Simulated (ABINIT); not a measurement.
## SrO (Fm-3m): ε∞ against volume

The cell of SrO (Fm-3m) is scaled evenly and the response computed anew at each volume, on one mesh.

It takes space group Fm-3m (No. 225, cubic). Conventional cell: a = 5.133 Å, b = 5.133 Å, c = 5.133 Å, α = 90.00°, β = 90.00°, γ = 90.00°. Sr on site b has 6 O at 2.57 Å as nearest neighbours. Around O on site a lie 6 Sr at 2.57 Å.

Method: ABINIT 10.8.3, PBE, independent particles, k-mesh 11×11×11, Lorentzian half width 0.04 eV.

Launch of the response step: `optic optic.abi`. The series took 3.3 min in all, its band step included, on 4 threads of Arm Neoverse V2, on a shared host.

| V/V₀ | V (Å³, primitive cell) | ε∞ |
| --- | --- | --- |
| 0.94 | 31.77 | 3.9063 |
| 0.97 | 32.79 | ? |
| 1.00 | 33.80 | 3.8647 |
| 1.03 | 34.82 | 3.8504 |
| 1.06 | 35.83 | 3.8399 |

For small changes the quantity should be close to linear in ln V.

Working, on the rows shown:

| x = ln(V/V₀) | y = ε∞ |
| --- | --- |
| -0.0618754 | 3.9063 |
| 0 | 3.8647 |
| 0.0295588 | 3.8504 |
| 0.0582689 | 3.8399 |

Means: x̄ = 0.0064881, ȳ = 3.8653. Σ(x − x̄)(y − ȳ) = -0.004458, Σ(x − x̄)² = 0.007929. Slope = -0.004458 / 0.007929 = -0.5622; intercept = ȳ − slope · x̄ = 3.869. The line misses the rows shown by at most 0.0043.

Problem. Predict the last column of the withheld row from the fit.

Solution. At x = -0.030459 the line gives y = 3.8861. The run gave 3.8832, so the interpolation is off by 0.0029, 4 % of the range in the table.

Between the rows on either side of x = 0 the slope is (3.8504 − 3.8832) / (0.029559 − (-0.030459)) = -0.5465. So d ln ε∞/d ln V = -0.14 at V₀: ε∞ rises under slight compression. Fixed polarisabilities with Lorentz local fields (Clausius-Mossotti) would give −(ε − 1)(ε + 2)/3ε = -1.45, so the polarisability itself falls as the cell is compressed. The cell comes from an older database entry, whose edges can be off by a per cent or so. Excitons are left out and so are local fields; PBE gaps are as a rule too small. The values come from a sum over the points of one k-mesh and carry its error, which grows as the direct gap shrinks. Spin-orbit coupling is left out.
